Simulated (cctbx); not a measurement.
**Diagnosing a refinement**

Cell a = 4.3020 Å, b = 4.3020 Å, c = 31.2390 Å, α = 90.00°, β = 90.00°, γ = 120.00°; space group R-3m (no. 166). The compound is PrFe2S4.

Simulated single-crystal data (cctbx): Ag Kα, λ = 0.56087 Å, to d = 0.77 Å, 80 % of the full sphere, strongest reflection 40000 counts, noise from counting, a 6 % proportional error and a noise floor of 2 counts (s.d.); no absorption.

An anisotropic refinement with weights 1/σ² prints:

```text
Rint 0.045, 183 unique reflections to 0.77 A
cycle     R1     wR2    GooF  max shift (A)
   1  0.0458  0.1365   4.883   0.00348
   2  0.0144  0.0394   1.409   0.00001
final R1 0.0144 wR2 0.0394 GooF 1.409  parameters 11  data/parameter 16.6
atom        x        y        z      Ueq    occ   su(xyz)  su(Uiso or U11)
Pr1    0.00000  0.00000  0.00000   0.0174  1.000  0.00000  0.0002
Fe1    0.66667  0.33333  0.11782   0.0225  1.000  0.00003  0.0003
S1     0.66667  0.33333  0.03940   0.0386  1.000  0.00005  0.0005
S2     0.66667  0.33333  0.20493   0.0258  1.000  0.00004  0.0004
difference map: max 0.58 min -0.42 rms 0.12
Q1    0.0000  0.0000  0.2818    6    0.59  0.38 A from S1
Q2    0.0000  0.0000  0.2027    6    0.43  0.40 A from Fe1
Q3    0.1024  0.5512  0.1726   18    0.40  1.91 A from S2
Q4    0.0688  0.1375  0.8818   18    0.39  0.60 A from S2
Q5    0.0000  0.0000  0.0565    6    0.37  1.76 A from Pr1
Q6    0.0000  0.0000  0.5000    3    0.37  2.76 A from S2
```

**Question.** Can this result stand? If not, what is the likely fault?

Mend it. The fault: anomalous dispersion left out. Against the right model at the same level, R1 goes from 0.0125 to 0.0144 and GooF from 1.00 to 1.41. No atom is wrong: without f′ and f″ the atoms near an edge get the wrong scattering power, which U and the scale absorb. The signs are weak, and the output alone doesn't single this fault out.

The compound is PrFe2S4. The right model at the same level gives:

```text
Rint 0.045, 183 unique reflections to 0.77 A
cycle     R1     wR2    GooF  max shift (A)
   1  0.0386  0.1167   4.176   0.00327
   2  0.0125  0.0280   1.001   0.00000
final R1 0.0125 wR2 0.0280 GooF 1.001  parameters 11  data/parameter 16.6
atom        x        y        z      Ueq    occ   su(xyz)  su(Uiso or U11)
Pr1    0.00000  0.00000  0.00000   0.0169  1.000  0.00000  0.0001
Fe1    0.66667  0.33333  0.11785   0.0244  1.000  0.00002  0.0002
S1     0.66667  0.33333  0.03947   0.0400  1.000  0.00003  0.0004
S2     0.66667  0.33333  0.20494   0.0271  1.000  0.00003  0.0003
difference map: max 0.42 min -0.39 rms 0.10
Q1    0.1079  0.5540  0.1727   18    0.43  1.93 A from S2
Q2    0.0000  0.0000  0.7202    6    0.40  0.44 A from S1
Q3    0.0000  0.0000  0.0591    6    0.36  1.85 A from Pr1
Q4    0.0825  0.1650  0.8830   18    0.31  0.71 A from S2
Q5    0.1068  0.5534  0.7610   18    0.30  1.36 A from S2
Q6    0.0016  0.5008  0.3841   18    0.26  1.29 A from S1
```

Isotropic U is held between 0.0001 and 1 Å² by the program, and listed peak heights are interpolated, so they can pass the grid's maximum.

The model was made for the exercise: a known structure type with other elements put in, its volume estimated, not relaxed; displacement parameters are assumed.

[Middle refinement cycles are left out of these outputs.]

[Logs are printed without paths, hosts, clocks, repeated set-up lines and the standing remarks that a program may print on its own settings, such as how far it seeks lower states.]
